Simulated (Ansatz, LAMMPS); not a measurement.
**Localised basis functions on glassy 40SiO2-28Al2O3-16Li2O-16SrO (mol %) (85 atoms)**

Wanted: errors and times of a linear-scaling basis for glassy 40SiO2-28Al2O3-16Li2O-16SrO (mol %) (85 atoms). A setting counts as converged where the r.m.s. difference of forces stays under 1 % of the r.m.s. force.

Method: Kohn-Sham DFT, PBE, PAW (set soft_2), plane waves, in Ansatz 0.2.0.

This is a report of a sequence of runs, with the program logs left out and the cost of each run kept.

### 1. Starting point

The cell holds 85 atoms: 10 Si, 14 Al, 8 Li, 4 Sr and 49 O. Its edges and angles: a = 10.152 Å, b = 10.152 Å, c = 10.152 Å, α = 90.0°, β = 90.0°, γ = 90.0°. 85 atoms (10 Si, 14 Al, 8 Li, 4 Sr, 49 O) placed at random at 2.93 g/cm³, melted at 4000 K for 10 ps at fixed volume with the Morse and Coulomb pair potential with partial charges (Pedone, Malavasi, Menziani, Cormack and Segre, J. Phys. Chem. B 110, 11780 (2006)). Quenched from 4000 K to 300 K at 6 K/ps and fixed volume, held 5 ps, then minimised at fixed cell.

What the set-up can't give: The quench rate of 6 K/ps far exceeds what a furnace or splat quench reaches, so expect more defects and frozen-in strain than in a real sample. The starting topology of bonds comes from the classical model, and needn't be the one that DFT or experiment would give. Sampling is at Γ alone, for a cell whose shortest periodic width is 10 Å.

### 2. Making the structure

A classical potential makes the cell, at a small fraction of what the same run would cost in DFT.

This step: classical MD, Morse and Coulomb pair potential with partial charges (Pedone, Malavasi, Menziani, Cormack and Segre, J. Phys. Chem. B 110, 11780 (2006)) (LAMMPS 22 Jul 2025 - Update 4).

The input, in.lmp:

```
# melt-quench of Si10Al14Li8Sr4O49
units metal
atom_style charge
boundary p p p
region box block 0 10.1517 0 10.1517 0 10.1517
create_box 5 box
mass 1 28.0850   # Si
mass 2 26.9815   # Al
mass 3 6.9400   # Li
mass 4 87.6200   # Sr
mass 5 15.9990   # O
create_atoms 1 random 10 433863 NULL overlap 1.5 maxtry 2000
create_atoms 2 random 14 433870 NULL overlap 1.5 maxtry 2000
create_atoms 3 random 8 433877 NULL overlap 1.5 maxtry 2000
create_atoms 4 random 4 433884 NULL overlap 1.5 maxtry 2000
create_atoms 5 random 49 433891 NULL overlap 1.5 maxtry 2000
pair_style hybrid/overlay pedone 5.5 coul/long 8.0
pair_coeff * * coul/long
pair_coeff 1 5 pedone 0.340554 2.006700 2.100000 1   # Si-O
pair_coeff 2 5 pedone 0.361581 1.900442 2.164818 0.9   # Al-O
pair_coeff 3 5 pedone 0.001114 3.429506 2.681360 1   # Li-O
pair_coeff 4 5 pedone 0.019623 1.886000 3.328330 3   # Sr-O
pair_coeff 5 5 pedone 0.042395 1.379316 3.618701 22   # O-O
set type 1 charge 2.4
set type 2 charge 1.8
set type 3 charge 0.6
set type 4 charge 1.2
set type 5 charge -1.2
kspace_style pppm 1.0e-4
neigh_modify delay 0 every 1 check yes
thermo_style custom step time temp pe press density
thermo_modify norm yes
timestep 0.002
thermo 100
# [... 18 lines left out ...]
thermo 1250
fix md all nvt temp 300 300 0.2
run 2500 post no
unfix md
thermo 100
min_style cg
minimize 0 1e-3 2000 20000
write_dump all custom glass.dump id type xs ys zs modify sort id
```

Started as:

```console
lmp -in in.lmp -log none -nocite
```

Wall time 2 min (1 thread of Arm Neoverse V1, shared host); peak memory 0.07 GiB.

### 3. Plane-wave single point

The first run fixes the reference, at a cutoff of 420 eV.

The input, input.yaml:

```yaml
crystal:
  lattice:
    - [10.1517, 0.0, 0.0]
    - [0.0, 10.1517, 0.0]
    - [0.0, 0.0, 10.1517]
  atoms:
    - { symbol: Si, position: [0.60666, 0.44243, 0.51993] }
    - { symbol: Si, position: [0.16308, 0.00506, 0.88702] }
    - { symbol: Si, position: [0.7958, 0.18236, 0.75896] }
    - { symbol: Si, position: [0.51736, 0.11611, 0.27874] }
    - { symbol: Si, position: [0.5731, 0.64883, 0.31082] }
    - { symbol: Si, position: [0.59902, 0.33502, 0.93028] }
    - { symbol: Si, position: [0.89203, 0.3748, 0.40271] }
    - { symbol: Si, position: [0.05213, 0.85673, 0.34896] }
[... 73 atom lines left out ...]
    - { symbol: O, position: [0.44854, 0.02621, 0.39253] }
    - { symbol: O, position: [0.94483, 0.22947, 0.75315] }
    - { symbol: O, position: [0.76203, 0.40629, 0.49909] }
    - { symbol: O, position: [0.8924, 0.11487, 0.1638] }
kpoints:
  mp_grid: { grid: [1, 1, 1] }
hamiltonian:
  xc: pbe
scf:
  occupations: { method: fixed }
output:
  forces: true
  stress: true
  populations: true
  dos:
    method: { smearing: { sigma: 0.1 } }
    de: 0.1
    projected: { site_lists: { Al: [Al], Li: [Li], O: [O], Si: [Si], Sr: [Sr] } }
  eigenvalues: true
  write_density: true
  write_potential: true
  volumetric_format: npy
  elf: true
```

Started as:

```console
ansatz run input.yaml --threads 4 --pin off --max-ram 8192MiB --backend cpu --events-out ev --progress --plain --runs-dir out
```

The job ended after 17 s (4 threads of Arm Neoverse V1, shared host; peak memory 1.3 GiB).

The run gave:

| Quantity | Value |
| --- | --- |
| free energy | -57611.6833 eV |
| free energy per atom | -677.7845 eV/atom |
| SCF cycles | 9 |
| pressure | 5.733 GPa |
| r.m.s. force component | 0.7644 eV/Å |
| longest force | 3.136 eV/Å |
| Fermi energy | 4.493 eV |
| gap (highest filled to lowest empty level) | 3.449 eV |
| spilling of the projection | 0.01116 |

The r.m.s. force component of 0.76 eV/Å sets the scale for the differences below.

### 4. Support functions low

The cell is solved in localised support functions.

This step: Kohn-Sham DFT, PBE, PAW (set soft_2), localised support functions (low) (Ansatz 0.2.0).

input.yaml, the sections that differ from step 3:

```yaml
scf:
  occupations: { method: fixed }
  eigensolver: { kind: { support_functions: { accuracy: low } } }
  max_iter: 150
output:
  forces: true
  eigenvalues: true
# crystal, kpoints, hamiltonian: as in step 3
```

Elapsed: 1.9 min, on 4 threads; peak memory 3.4 GiB; 7.5 min of CPU time.

The program notes that the band table was not solved further than the SCF left it and it switched symmetry off.

Keys that differ from the reference: support_functions.accuracy = "low" and scf.max_iter = 150.

Forces differ from the reference by 0.75 meV/Å r.m.s., 0.098 % of their size, well within a tolerance of 1 %; the energy by -4.5 meV/atom. It took roughly 6.6 times the reference's time (one timing each, with unlike analyses asked), in 12 cycles against 9.

### 5. Support functions medium

With localised support functions most steps grow linearly with size, though the diagonalisation grows faster unless the density matrix is cut; this run measures error and cost at this size. Besides, the program derives a nominal cutoff of 464 eV for this run, against the reference's 420.

This step: Kohn-Sham DFT, PBE, PAW (set soft_2), localised support functions (medium) (Ansatz 0.2.0).

input.yaml, the sections that differ from step 4:

```yaml
scf:
  occupations: { method: fixed }
  eigensolver: { kind: { support_functions: { accuracy: medium } } }
  max_iter: 150
# crystal, kpoints, hamiltonian, output: as in step 4
```

Elapsed: 2.2 min, on 4 threads; peak memory 3.4 GiB.

Keys that differ from the reference: support_functions.accuracy = "medium" and scf.max_iter = 150.

Forces differ from the reference by 0.67 meV/Å r.m.s., 0.087 % of their size, well within a tolerance of 1 %; the energy by -4.5 meV/atom. It took roughly 7.5 times the reference's time (one timing each, with unlike analyses asked), in 14 cycles against 9.

### 6. Support functions medium, radius 3.04 Å

The radius confines each support function; a larger one gives more freedom and more work per atom.

input.yaml, the sections that differ from step 5:

```yaml
scf:
  occupations: { method: fixed }
  eigensolver: { kind: { support_functions: { accuracy: medium, radius: 3.04 } } }
  max_iter: 150
# crystal, kpoints, hamiltonian, output: as in step 5
```

It took 8 s on 4 threads; peak memory 0.32 GiB.

The program refuses radii under 3.40 Å for these atoms at this level.

### 7. Support functions medium, radius 3.47 Å

The radius confines each support function; a larger one gives more freedom and more work per atom. Besides, the program derives a nominal cutoff of 464 eV for this run, against the reference's 420.

input.yaml, the sections that differ from step 6:

```yaml
scf:
  occupations: { method: fixed }
  eigensolver: { kind: { support_functions: { accuracy: medium, radius: 3.47 } } }
  max_iter: 150
# crystal, kpoints, hamiltonian, output: as in step 6
```

The job ended after 2 min (4 threads; peak memory 3.2 GiB).

Keys that differ from the reference: support_functions.accuracy = "medium", support_functions.radius = 3.47 and scf.max_iter = 150.

Forces differ from the reference by 0.70 meV/Å r.m.s., 0.092 % of their size, well within a tolerance of 1 %; the energy by -4.5 meV/atom. It took roughly 7.1 times the reference's time (one timing each, with unlike analyses asked), in 14 cycles against 9.

### 8. All settings compared

Differences are against the plane-wave reference (Kohn-Sham DFT, PBE, PAW (set soft_2), plane waves), whose r.m.s. force component is 0.764 eV/Å. Energies are set beside the reference only for runs with its functional, potentials and electron count. Times are for 4 threads of Arm Neoverse V1, shared host. The reference's time includes the DOS, ELF, the stress and grids, which some other runs skip.

```csv
run,"Δ force, r.m.s. (meV/Å)",share of r.m.s. force (%),Δ energy (meV/atom),Δ gap (eV),cycles,time,host memory (GiB)
reference,-,-,-,-,9,17 s,1.3
support functions low,0.749,0.098,-4.54,4.0e-4,12,1.9 min,3.4
support functions medium,0.668,0.0874,-4.54,-2.0e-4,14,2.2 min,3.4
"support functions medium, radius 3.47 Å",0.705,0.0922,-4.54,-2.0e-4,14,2 min,3.2
```

### 9. What the reference run shows

With the settings judged, the reference run is read for its physics.

Neighbours are counted within 2.27 Å (O-Al), 2.08 Å (O-Si), 2.38 Å (O-Li), 3.38 Å (O-Sr).

Length of the force by element and coordination:

```csv
element,coordination,atoms,mean length of the force (eV/Å),spread,least,most
Al,all,14,0.834,0.231,0.501,1.23
Li,all,8,0.55,0.347,0.170,1.31
Li,3,4,0.719,0.379,0.262,1.31
Li,4,4,0.381,0.202,0.170,0.644
O,all,49,1.44,0.563,0.371,3.14
O,2,8,1.30,0.369,0.722,1.84
O,3,28,1.42,0.599,0.371,3.14
O,4,12,1.59,0.568,0.782,2.80
O,5,1,1.13,0,1.13,1.13
Si,all,10,1.12,0.384,0.396,1.56
Sr,all,4,1.01,0.287,0.700,1.37
Sr,6,1,1.37,0,1.37,1.37
Sr,7,1,1.20,0,1.20,1.20
Sr,8,2,0.725,0.0252,0.700,0.751
```

Löwdin charges by element and coordination (they lack the spilled electrons, 0.058 e an atom on average):

```csv
element,coordination,atoms,mean charge (e),spread,least,most
Al,all,14,1.29,0.031,1.22,1.34
Li,all,8,0.814,0.014,0.797,0.843
Li,3,4,0.812,0.0182,0.797,0.843
Li,4,4,0.816,0.0074,0.805,0.826
O,all,49,-0.898,0.0599,-1.04,-0.794
O,2,8,-0.848,0.0117,-0.862,-0.826
O,3,28,-0.888,0.057,-1.04,-0.794
O,4,12,-0.948,0.0463,-1.01,-0.883
O,5,1,-0.974,0,-0.974,-0.974
Si,all,10,1.69,0.0308,1.64,1.74
Sr,all,4,1.85,0.0137,1.83,1.87
Sr,6,1,1.85,0,1.85,1.85
Sr,7,1,1.83,0,1.83,1.83
Sr,8,2,1.86,0.0084,1.85,1.87
```

Density of states as counts of states in windows of 1 eV (from the Fermi level), total and the larger projections:

```csv
from (eV),to (eV),total,O p
-10,-9,0.0,0.0
-9,-8,6.0,4.1
-8,-7,9.1,6.4
-7,-6,17.8,13.4
-6,-5,26.7,20.8
-5,-4,34.6,28.0
-4,-3,51.4,44.1
-3,-2,55.5,51.0
-2,-1,60.7,57.5
-1,0,31.6,30.4
0,1,0.7,0.7
1,3,0.0,0.0
3,4,2.0,0.1
4,5,5.1,0.4
```

With fixed occupations the program's Fermi level is the highest filled level; weight inside the gap is the broadening of levels at its edges.

Between -26 and -10 eV lie 122 more states.

The levels nearest the highest filled one (over half full), pooled over k-points and spins:

```csv
level less the highest filled one (eV),occupation
-0.470,2
-0.395,2
-0.344,2
-0.237,2
-0.120,2
0,2
3.45,0
4.67,0
4.81,0
5.03,0
5.26,0
5.44,0
```

ELF in the ac plane at fractional y = 0.115, with atoms of Si and Al and Li and O within 0.2 Å of it. It is the smooth field of the valence electrons, not physical close to the nuclei.

Ten even steps from '_' (0.01 × 1e-1) to '@' (9.87 × 1e-1), each cell a mean:
```
______....----::..______________________::--====::________
____..--**####++::____________________..++######**--______
____::**%%%%%%**--__________..::::..__::**%%%%%%##==..____
____..++##%%##**::__________..----..__::**##%%%%##--______
______::++**++--____________..::::..__..==######**::......
..______..::..____::----::______________::------::..::----
..______________--**####**==..________::--====--....::----
..____________--**%%####%%**--______--**########==......::
____________..==##%%++++%%##==____..++##%%######++..______
____________..--**########**--______==##%%######++..______
______________..--++****==::..______::++##%%##**--________
__++%%++__________........____________..::--::..__....::__
..%%@@@@______________..::--::..__________________::====..
__==##==____________..--++**==::__..----..______..--++++--
____________________..==****++--::==****==..____..::--==::
______..______________::==++==::--**####**--..______....__
____....______________..::......::**####**--______________
..__....____________....::....::..--====--..__..==++++++--
::______......______......::--====::....____..==##%%%%%%##
::______::::..__________..::++##**==..______::**%%**++##%%
::______....____________..::++****==..______::**%%****####
....::::..________________::==++++--..______..==########++
..::==--::__________________..::::____________..--====--..
__::::::..________________________________________________
```
Columns run along a (10.2 Å), rows up along c (10.2 Å). Atoms in or near the plane, at fractional coordinates: Si at (0.52, 0.28), Al at (0.77, 0.45), Al at (0.06, 0.17), Li at (0.07, 0.47), O at (0.37, 0.64), O at (0.89, 0.16).

(Part 1 of 2 ends here.)

[Long decimals in the printed logs are rounded to 6 places.]

[Logs are printed without paths, hosts, clocks, repeated set-up lines and the standing remarks that a program may print on its own settings, such as how far it seeks lower states.]

[Hosts, paths, dates, database ids (printed as entryN), source tags and the programs' standing remarks are cut or masked in the printed files.]
